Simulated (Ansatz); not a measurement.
# Optical response of NaHgF3 (model structure), part 2 of 2

Wanted: where NaHgF3 (model structure) starts to absorb, how strongly, and its refractive index. The structure is a model built here, which may or may not match a known phase. It was built so: All Cd replaced by Hg and K replaced by Na in the Pm-3m structure of KCdF3.

Ansatz 0.2.0; DFT, PBE, plane-wave PAW, default files, scalar-relativistic, independent-particle optical response without local fields.

So far: Starting point; Relaxation. The relaxed cell has a = 4.561 Å (conventional setting).

### 3. Ground state and bands

The self-consistent density comes first; it also tells whether there is a gap, which decides the occupations and the need for a Drude term.

This step: DFT, PBE, plane-wave PAW, default files, scalar-relativistic, ground state (Ansatz 0.2.0).

File input.yaml:

```yaml
crystal:
  lattice:
    - [4.5605912739, 0.0, 0.0]
    - [0.0, 4.5605912739, 0.0]
    - [0.0, 0.0, 4.5605912739]
  atoms:
    - { symbol: Hg, position: [0.5, 0.5, 0.5] }
    - { symbol: Na, position: [0.0, 0.0, 0.0] }
    - { symbol: F, position: [0.5, 0.5, 0.0] }
    - { symbol: F, position: [0.5, 0.0, 0.5] }
    - { symbol: F, position: [0.0, 0.5, 0.5] }
kpoints:
  mp_grid: { grid: [5, 5, 5] }
  band_path:
    path:
      - [[0.0, 0.0, 0.0], [0.0, 0.5, 0.0], [0.5, 0.5, 0.0], [0.0, 0.0, 0.0], [0.5, 0.5, 0.5], [0.0, 0.5, 0.0]]
      - [[0.5, 0.5, 0.0], [0.5, 0.5, 0.5]]
    npoints: 10
scf:
  occupations: { method: fermi_dirac, width: 0.05 }
  n_extra_bands: 9
hamiltonian:
  xc: pbe
  pseudopotentials: { kind: paw }
output:
  forces: true
  stress: true
  populations: true
  write_bands: true
  write_density: true
  write_potential: true
  elf: true
  volumetric_format: npy
```

Started as:

```console
$ ansatz run input.yaml --threads 4 --pin off --max-ram 8192MiB --backend cpu --events-out ev --progress --plain --runs-dir out
```

Numbers of over 12 decimals in the logs are rounded to 6 here.

Log:

```text
[...]
Crystal: 5 atoms, lattice volume = 94.856 Å³
Basis set: ecut = 420 eV, 1863 PW (Γ), exchange–correlation on 64×64×64 points (8 copies of the dense FFT grid, shifted against one another)
Bands: 34, of which v1, the nominal top of the filled ones, is band 25 counted from 1 (24 counted from 0)
Symmetry: 48 space group operations
[...]
k-points: 10 of 125
[...]
SCF iter   1: F=—  HF=-17725.357626 eV  |F-HF|=—  |Δ(HF+E_count)|=         —  Δρ=8.74e-4  dr2=7.52e-4  ethr=1.77e-3  ⟨swp⟩=5.8  Hψ=1421  notcnv=0  defer=4
[...]
SCF iter   6: F=-17725.360072 eV  HF=-17725.360072 eV  |F-HF|=2.29e-8  |Δ(HF+E_count)|=   1.02e-6  Δρ=8.00e-6  dr2=6.24e-8  ethr=2.00e-10  ⟨swp⟩=10.9  Hψ=2438  notcnv=0
SCF 1 converged in 6 iterations: F = -17725.360072 eV  dr2 = 6.24e-8
[...]
NSCF: frozen V_eff on 62 k-points
SCF converged after 6 iterations
Free energy (F): -17725.360072 eV
[...]
Internal energy: -17725.359938 eV  (E = F + TS)
E sigma→0 (E₀):  -17725.360005 eV
Entropy (-TS):   -0.000135 eV (-0.027 meV/atom)
Fermi energy:    3.345413 eV
[...]
--- Stress (GPa, compression-positive) ---
        0.016314       0.000000       0.000000
        0.000000       0.016314       0.000000
        0.000000       0.000000       0.016314
  P = ⅓ Tr σ = 0.0163 GPa (0.163 kbar)
--- Band table (eV; the first three rows and the last of 10) ---
  k-point 0: bands = [... 21 lower, 0.6994, 0.7336, 0.7336, 0.7336, 3.5690, 8.1896, 12.7527, 12.7527, ... 5 higher]
  k-point 1: bands = [... 21 lower, 0.7150, 0.8033, 0.8642, 0.8642, 4.3166, 8.3196, 11.4075, 12.8758, ... 5 higher]
  k-point 2: bands = [... 21 lower, 0.7194, 1.0737, 1.0831, 1.0831, 5.8105, 8.0476, 10.9580, 13.3031, ... 5 higher]
  k-point 9: bands = [... 21 lower, 1.0367, 1.0374, 2.9189, 2.9189, 8.1114, 9.2360, 10.7714, 10.7714, ... 5 higher]
--- Löwdin populations: 5 sites ---
  site symbol       q [e]
     0     Hg     18.5599
     1     Na      8.1849
     2      F      7.6860
     3      F      7.6860
     4      F      7.6860
  spilling = 0.003942 (of n_electrons = 50.000000)
```

It took 1.9 s on 4 threads of Arm Neoverse V1, shared host; peak memory 0.4 GiB.

Numbers from this step:

```
free energy                  : -17725.3601 eV
Fermi energy                 : 3.345 eV
gap by band count            : 0.6415 eV
electrons                    : 50
symmetry operations          : 48
pressure                     : 0.01631 GPa
volume                       : 94.86 Å³
gap on the path              : 0.3964 eV
least direct gap on the path : 2.835 eV
```

There is a gap, 0.40 eV on the path, so no carriers' term is needed. The cell is left with a pressure of 0.0 GPa after its relaxation.

The electronic bands at the labelled points (eV, zero at the Fermi level; v1 is the highest filled band, c1 the lowest empty one):

| point | v4 | v3 | v2 | v1 | c1 | c2 | c3 | c4 |
| --- | --- | --- | --- | --- | --- | --- | --- | --- |
| Γ | -2.65 | -2.61 | -2.61 | -2.61 | 0.22 | 4.84 | 9.41 | 9.41 |
| halfway | -2.63 | -2.46 | -2.42 | -2.42 | 1.33 | 4.99 | 7.82 | 9.60 |
| X | -2.62 | -2.23 | -2.23 | -2.23 | 2.84 | 4.49 | 7.67 | 10.32 |
| halfway | -2.42 | -2.26 | -2.22 | -0.96 | 3.33 | 4.87 | 7.25 | 8.06 |
| M | -2.28 | -2.22 | -2.22 | -0.17 | 4.31 | 5.86 | 6.30 | 6.30 |
| halfway | -2.48 | -2.44 | -2.40 | -1.45 | 2.06 | 5.22 | 7.31 | 8.80 |
| Γ | -2.65 | -2.61 | -2.61 | -2.61 | 0.22 | 4.84 | 9.41 | 9.41 |
| halfway | -2.43 | -2.43 | -1.47 | -1.47 | 2.65 | 5.46 | 7.70 | 7.70 |
| R | -2.27 | -2.27 | -0.17 | -0.17 | 5.49 | 6.00 | 7.46 | 7.46 |
| halfway | -2.26 | -2.25 | -1.50 | -0.78 | 3.78 | 5.20 | 7.40 | 7.85 |
| X | -2.62 | -2.23 | -2.23 | -2.23 | 2.84 | 4.49 | 7.67 | 10.32 |
| jump to M | -2.28 | -2.22 | -2.22 | -0.17 | 4.31 | 5.86 | 6.30 | 6.30 |
| halfway | -2.25 | -2.25 | -1.21 | -0.17 | 4.68 | 5.92 | 6.68 | 6.68 |
| R | -2.27 | -2.27 | -0.17 | -0.17 | 5.49 | 6.00 | 7.46 | 7.46 |

ELF in the ac plane at fractional y = 0.500, with atoms of Hg and F within 0.2 Å of it. It is the smooth field of the valence electrons, not physical close to the nuclei.

Values, 14 rows by 14 columns, each cell a mean:
```
0.00 0.01 0.04 0.26 0.58 0.79 0.74 0.68 0.79 0.73 0.47 0.14 0.02 0.01
0.03 0.02 0.02 0.10 0.33 0.59 0.71 0.72 0.68 0.50 0.24 0.05 0.01 0.02
0.18 0.10 0.03 0.03 0.09 0.19 0.27 0.29 0.24 0.15 0.06 0.02 0.05 0.14
0.54 0.40 0.14 0.06 0.11 0.17 0.22 0.23 0.21 0.15 0.08 0.06 0.24 0.47
0.77 0.67 0.35 0.10 0.20 0.36 0.45 0.47 0.43 0.30 0.15 0.15 0.50 0.73
0.77 0.78 0.54 0.14 0.29 0.48 0.55 0.57 0.53 0.43 0.21 0.24 0.68 0.79
0.56 0.73 0.62 0.16 0.33 0.52 0.62 0.68 0.57 0.47 0.23 0.29 0.72 0.68
0.68 0.76 0.59 0.15 0.31 0.51 0.58 0.62 0.55 0.45 0.22 0.27 0.71 0.74
0.81 0.75 0.44 0.12 0.24 0.43 0.51 0.52 0.48 0.36 0.17 0.19 0.59 0.79
0.64 0.51 0.21 0.07 0.14 0.24 0.31 0.33 0.29 0.20 0.11 0.09 0.33 0.58
0.32 0.20 0.06 0.04 0.07 0.12 0.15 0.16 0.14 0.10 0.06 0.03 0.10 0.26
0.06 0.03 0.02 0.06 0.21 0.44 0.59 0.62 0.54 0.35 0.14 0.03 0.02 0.04
0.01 0.01 0.03 0.20 0.51 0.75 0.76 0.73 0.78 0.67 0.40 0.10 0.02 0.01
0.00 0.01 0.06 0.32 0.64 0.81 0.68 0.56 0.77 0.77 0.54 0.18 0.03 0.00
```
Atoms in or near the plane, at fractional coordinates: Hg at (0.50, 0.50), F at (0.50, 0.00), F at (0.00, 0.50).

Valence density in the ac plane at fractional y = 0.500, with atoms of Hg and F within 0.2 Å of it. It is the smooth field of the valence electrons, not physical close to the nuclei.

Values in e/Å³, 14 rows by 14 columns, each cell a mean:
```
 0  0  0  0  0  2  6  8  4  1  0  0  0  0
 0  0  0  0  0  1  2  2  1  0  0  0  0  0
 0  0  0  0  0  0  0  1  0  0  0  0  0  0
 0  0  0  0  0  0  1  1  1  0  0  0  0  0
 1  1  0  0  0  1  3  4  2  1  0  0  0  1
 6  3  1  0  1  4  8 10  7  2  1  0  1  4
11  6  1  0  1  6 13 15 10  4  1  1  2  8
 9  4  1  0  1  5 11 13  8  3  1  0  2  6
 2  1  0  0  1  2  5  6  4  1  0  0  1  2
 0  0  0  0  0  1  1  1  1  0  0  0  0  0
 0  0  0  0  0  0  0  0  0  0  0  0  0  0
 0  0  0  0  0  0  1  1  1  0  0  0  0  0
 0  0  0  0  0  1  4  6  3  1  0  0  0  0
 0  0  0  0  0  2  9 11  6  1  0  0  0  0
```
Atoms in or near the plane, at fractional coordinates: Hg at (0.50, 0.50), F at (0.50, 0.00), F at (0.00, 0.50).

### 4. Spectrum

With the density converged, the vertical transitions are summed over the zone.

This step: DFT, PBE, plane-wave PAW, default files, scalar-relativistic, independent-particle optical response without local fields (Ansatz 0.2.0).

input.yaml, the sections that differ from step 3:

```yaml
kpoints:
  mp_grid: { grid: [5, 5, 5] }
scf:
  occupations: { method: fixed }
output:
  optics:
    e_range: [0, 22]
    de: 0.05
    sigma: 0.1
    nscf_kmesh: { grid: [8, 8, 8] }
    bands: { spectra_wanted_up_to: 22 }
# crystal, hamiltonian: as in step 3
```

Log:

```text
[...]
Crystal: 5 atoms, lattice volume = 94.856 Å³
Basis set: ecut = 420 eV, 1863 PW (Γ)
Bands: 30, of which v1, the nominal top of the filled ones, is band 25 counted from 1 (24 counted from 0)
Symmetry: 48 space group operations
[...]
k-points: 10 of 125
[...]
SCF iter   1: F=—  HF=-17725.357770 eV  |F-HF|=—  |Δ(HF+E_count)|=         —  Δρ=8.85e-4  dr2=7.70e-4  ethr=1.77e-3  ⟨swp⟩=4.5  Hψ=1031  notcnv=0  defer=30
[...]
SCF iter  10: F=-17725.360421 eV  HF=-17725.360421 eV  |F-HF|=7.28e-12  |Δ(HF+E_count)|=  7.28e-12  Δρ=2.69e-8  dr2=6.38e-13  ethr=1.00e-12  ⟨swp⟩=8.1  Hψ=1063  notcnv=0
SCF 1 converged in 10 iterations: F = -17725.360421 eV  dr2 = 6.38e-13
[...]
output.optics: what the bands over the 72 summed would add to eps1, eps2 and the energy-loss function is held between a lower and an upper bound (6 Lanczos steps). eps1, eps2 and their loss function (loss_summed_bands) are given on every row as the summed bands alone make them. Along an axis, on a row where the two bounds hold the loss function to about 1 % of the greater of itself and 0.5 % of |1/eps|, its cell (loss_completed) is given, with the completed eps1 and eps2 that it is formed of (a cell that is left empty reads nan in the table and null in the record). The two bounds hold it so along every axis on all 441 rows up to 22.000 eV. [rest of the remark cut]
SCF converged after 10 iterations
Free energy (F): -17725.360421 eV
[...]
Internal energy: -17725.360421 eV  (E = F + TS)
E sigma→0 (E₀):  -17725.360421 eV
Fermi energy:    2.927619 eV
[...]
--- Band table (eV; the first three rows and the last of 10) ---
  k-point 0: bands = [... 21 lower, 0.6997, 0.7338, 0.7338, 0.7338, 3.5686, 8.1894, 12.7528, 12.7528, ... 1 higher]
  k-point 1: bands = [... 21 lower, 0.7152, 0.8033, 0.8643, 0.8643, 4.3163, 8.3194, 11.4077, 12.8759, ... 1 higher]
  k-point 2: bands = [... 21 lower, 0.7196, 1.0735, 1.0832, 1.0832, 5.8103, 8.0476, 10.9581, 13.3032, ... 1 higher]
  k-point 9: bands = [... 21 lower, 1.0369, 1.0375, 2.9190, 2.9190, 8.1110, 9.2359, 10.7715, 10.7715, ... 1 higher]
```

The job ended after 21 s (4 threads; peak memory 1 GiB; 81 s of CPU time).

Numbers from this step:

```
electronic dielectric constant ε∞, mean over x, y and z (by symmetry where fewer were run)                                                          : 2.972
absorption onset, first axis (α over 10⁴ cm⁻¹, or the direct gap if that lies higher)                                                               : 2.851 eV
main peak of Im epsilon, first axis                                                                                                                 : 4.231 eV
centre of weight of the strongest loss peak in the window                                                                                           : 15.63 eV
photocurrent from vertical transitions in a film 500 nm thick on a perfect mirror (two passes), AM1.5G, no front reflection, all carriers collected : 2.704 mA/cm²
least direct gap on the mesh                                                                                                                        : 2.835 eV
bands summed                                                                                                                                        : 72
spectra valid up to                                                                                                                                 : 33.86 eV
program's estimate of the k-sum error in Im epsilon                                                                                                 : 0.05 %
electrons in the f-sum                                                                                                                              : 24.19
```

The Im ε, any direction has structure finer than the step of the table below, so its rows give means over 0.5 eV, whole bins alone (the curve runs from 0 to 22 eV). Peaks (eV: height): 4.25: 3.63, 8.15: 1.87, 12.20: 1.54, 20.25: 0.928.

Table of Im ε, any direction by photon energy; means over each step:

photon energy (eV), Im ε, any direction and a bar:
```
      2.0       0.00 
      2.5       0.00 
      3.0       0.74 ######
      3.5       2.85 #########################
      4.0       3.45 ##############################
      4.5       2.46 #####################
      5.0       1.35 ############
      5.5       1.30 ###########
      6.0       0.63 #####
      6.5       0.47 ####
      7.0       0.70 ######
      7.5       0.86 ########
      8.0       1.26 ###########
      8.5       0.63 #####
      9.0       0.64 ######
      9.5       1.10 ##########
     10.0       1.23 ###########
     10.5       1.01 #########
     11.0       0.91 ########
     11.5       1.16 ##########
     12.0       1.37 ############
     12.5       1.38 ############
     13.0       1.25 ###########
     13.5       1.41 ############
     14.0       1.23 ###########
     14.5       0.79 #######
     15.0       0.69 ######
     15.5       0.78 #######
     16.0       0.98 #########
     16.5       0.91 ########
     17.0       0.69 ######
     17.5       0.56 #####
     18.0       0.43 ####
     18.5       0.50 ####
     19.0       0.56 #####
     19.5       0.54 #####
     20.0       0.62 #####
     20.5       0.64 ######
     21.0       0.47 ####
     21.5       0.48 ####
```

The Re ε, any direction by photon energy:

| photon energy (eV) | Re ε, any direction |
| --- | --- |
| 0 | 2.97 |
| 1 | 3.05 |
| 2 | 3.35 |
| 3 | 4.95 |
| 4 | 2.62 |
| 5 | 1.37 |
| 6 | 1.26 |
| 7 | 1.93 |
| 8 | 2.23 |
| 9 | 2.10 |
| 10 | 1.77 |
| 11 | 1.74 |
| 12 | 1.77 |
| 13 | 1.38 |
| 14 | 0.642 |
| 15 | 1.06 |
| 16 | 1.06 |
| 17 | 0.828 |
| 18 | 0.997 |
| 19 | 1.12 |
| 20 | 1.29 |
| 21 | 1.07 |
| 22 | 1.18 |

Table of refractive index n and extinction k by photon energy:

| photon energy (eV) | n | k |
| --- | --- | --- |
| 0 | 1.72 | 0 |
| 1 | 1.75 | 0 |
| 2 | 1.83 | 0 |
| 3 | 2.23 | 0.153 |
| 4 | 1.86 | 0.924 |
| 5 | 1.27 | 0.500 |
| 6 | 1.15 | 0.274 |
| 7 | 1.41 | 0.251 |
| 8 | 1.53 | 0.357 |
| 9 | 1.47 | 0.233 |
| 10 | 1.40 | 0.432 |
| 11 | 1.36 | 0.328 |
| 12 | 1.41 | 0.471 |
| 13 | 1.27 | 0.482 |
| 14 | 1.01 | 0.617 |
| 15 | 1.08 | 0.317 |
| 16 | 1.13 | 0.459 |
| 17 | 0.972 | 0.341 |
| 18 | 1.02 | 0.209 |
| 19 | 1.09 | 0.265 |
| 20 | 1.16 | 0.225 |
| 21 | 1.06 | 0.215 |
| 22 | 1.11 | 0.236 |

Values under 1 per cm are given as 1. The absorption coefficient, any direction by photon energy:

| photon energy (eV) | absorption coefficient, any direction (1/cm) |
| --- | --- |
| 0.000 | 1 |
| 0.500 | 1 |
| 1.000 | 1 |
| 1.500 | 1 |
| 2.000 | 1 |
| 2.500 | 1 |
| 3.000 | 46536 |
| 3.500 | 2.4e5 |
| 4.000 | 3.7e5 |
| 4.500 | 4.5e5 |
| 5.000 | 2.5e5 |
| 5.500 | 3.4e5 |
| 6.000 | 1.7e5 |
| 6.500 | 1.1e5 |
| 7.000 | 1.8e5 |
| 7.500 | 2.4e5 |
| 8.000 | 2.9e5 |
| 8.500 | 1.8e5 |
| 9.000 | 2.1e5 |
| 9.500 | 3.6e5 |
| 10.000 | 4.4e5 |
| 10.500 | 4.0e5 |
| 11.000 | 3.7e5 |
| 11.500 | 4.8e5 |
| 12.000 | 5.7e5 |
| 12.500 | 7.0e5 |
| 13.000 | 6.4e5 |
| 13.500 | 8.0e5 |
| 14.000 | 8.8e5 |
| 14.500 | 5.8e5 |
| 15.000 | 4.8e5 |
| 15.500 | 5.3e5 |
| 16.000 | 7.4e5 |
| 16.500 | 7.5e5 |
| 17.000 | 5.9e5 |
| 17.500 | 5.1e5 |
| 18.000 | 3.8e5 |
| 18.500 | 4.4e5 |
| 19.000 | 5.1e5 |
| 19.500 | 4.5e5 |
| 20.000 | 4.6e5 |
| 20.500 | 6.2e5 |
| 21.000 | 4.6e5 |
| 21.500 | 4.9e5 |
| 22.000 | 5.3e5 |

The reflectivity at normal incidence, any direction has structure finer than the step of the table below, so its rows give means over 0.5 eV, whole bins alone (the curve runs from 0 to 22 eV). Peaks (eV: height): 4.30: 20.0, 5.40: 8.50, 8.15: 9.66, 9.60: 6.64, 13.85: 9.11, 16.45: 4.84, 20.25: 3.99.

Reflectivity at normal incidence, any direction against photon energy; means over each step:

photon energy (eV), reflectivity at normal incidence, any direction (%) and a bar:
```
      0.5        7.1 ###########
      1.0        7.4 ###########
      1.5        7.8 ############
      2.0        8.6 #############
      2.5       10.3 ################
      3.0       14.6 ########################
      3.5       17.6 ##############################
      4.0       17.9 ##############################
      4.5       15.8 ##########################
      5.0        6.6 ##########
      5.5        6.8 ##########
      6.0        2.2 ##
      6.5        2.5 ###
      7.0        4.0 #####
      7.5        4.7 ######
      8.0        6.8 ##########
      8.5        2.7 ###
      9.0        4.1 #####
      9.5        6.0 #########
     10.0        5.9 #########
     10.5        4.4 ######
     11.0        4.3 ######
     11.5        5.7 ########
     12.0        6.7 ##########
     12.5        6.7 ##########
     13.0        5.9 #########
     13.5        7.2 ###########
     14.0        8.0 ############
     14.5        3.7 #####
     15.0        2.5 ##
     15.5        2.9 ###
     16.0        4.4 ######
     16.5        4.5 ######
     17.0        3.1 ####
     17.5        2.1 ##
     18.0        1.1 
     18.5        1.4 #
     19.0        1.7 #
     19.5        1.6 #
     20.0        2.1 ##
     20.5        2.4 ##
     21.0        1.2 
     21.5        1.3
```

Optical constants at common wavelengths, from n + ik = √ε:

| wavelength (nm) | n | k | R (%) | 1/α |
| --- | --- | --- | --- | --- |
| 1064 | 1.75 | 0.000 | 7.5 | over 1 mm |
| 532 | 1.89 | 0.000 | 9.5 | over 1 mm |
| 450 | 2.06 | 0.004 | 12.0 | 8.9 µm |
| 405 | 2.25 | 0.204 | 15.2 | 158 nm |
| 365 | 2.27 | 0.576 | 17.7 | 50 nm |
| 308 | 1.85 | 0.933 | 17.7 | 26 nm |
| 193 | 1.30 | 0.164 | 2.2 | 94 nm |

A film 1 µm thick would pass 83 % of daylight and look yellow-green in transmission (x = 0.334, y = 0.372). A larger true gap would move the edge to shorter wavelengths and change the colour.

The f-sum over the summed bands holds 24.2 of the cell's 50 electrons outside the frozen cores, 22 of which lie in bands more than 12 eV below the Fermi level, whose transitions come at higher energies. Up to 22 eV the strength has a mean oscillator energy of 8.8 eV, and these transitions give 85 % of ε∞ − 1 along x; the rest comes from higher ones.

### 5. Outcome

| Property | Result |
| --- | --- |
| gap on the path | 0.396 eV |
| least direct gap on the path | 2.84 eV |
| electronic dielectric constant ε∞, mean over x, y and z (by symmetry where fewer were run) (independent particles) | 2.97 |
| absorption onset, first axis (α over 10⁴ cm⁻¹, or the direct gap if that lies higher) | 2.85 eV |
| main peak of Im epsilon, first axis | 4.23 eV |
| centre of weight of the strongest loss peak in the window, first axis | 15.6 eV |
| photocurrent from vertical transitions in a film 500 nm thick on a perfect mirror (two passes), AM1.5G, no front reflection, all carriers collected | 2.70 mA/cm² |

In words: At this level (PBE, independent particles) NaHgF3 has ε∞ = 2.97 and n = 1.74 at 1550 nm; absorption sets in near 2.9 eV, and Im ε peaks at 4.2 eV. The cell grew by 47.2 % in volume. The gap is indirect (0.40 eV), so absorption without phonons can begin only at the direct gap of 2.84 eV. Absorption passes 10⁴ cm⁻¹ from the direct gap on, 2.83 eV, inside the visible range. The strongest loss structure up to 22 eV has its centre of weight at 15.6 eV; a free-electron gas of the 24.2 electrons in the f-sum would put its plasmon at 18.7 eV. Distinct maxima of Im ε, read by a parabola through the highest points, lie at 4.23 eV (3.6), 5.33 eV (1.6), 8.15 eV (1.9) and 12.20 eV (1.5). The f-sum over the summed bands holds 24.2 of the cell's 50 electrons outside the frozen cores, 22 of which lie in bands more than 12 eV below the Fermi level, whose transitions come at higher energies. Up to 22 eV the strength has a mean oscillator energy of 8.8 eV, and these transitions give 85 % of ε∞ − 1 along x; the rest comes from higher ones. A film 1 µm thick would pass 83 % of daylight and look yellow-green in transmission (x = 0.334, y = 0.372). A larger true gap would move the edge to shorter wavelengths and change the colour. Excitons and phonon-assisted transitions are missing, and so are local fields; PBE gaps are as a rule too small, which pulls the onset down and ε∞ up, while the missing spin-orbit coupling works the other way with such heavy atoms. In the base run ε includes the program's bounded estimate of what the bands above those summed add. Spin-orbit coupling is left out although heavy atoms are present. The cell grew by 47 % in the relaxation, which can come from the guessed start or, where layers or molecules are weakly bound, from the missing dispersion term; a larger cell lowers ε.

[Logs are printed without paths, hosts, clocks, repeated set-up lines and the standing remarks that a program may print on its own settings, such as how far it seeks lower states.]

[Hosts, paths, dates, database ids (printed as entryN), source tags and the programs' standing remarks are cut or masked in the printed files.]
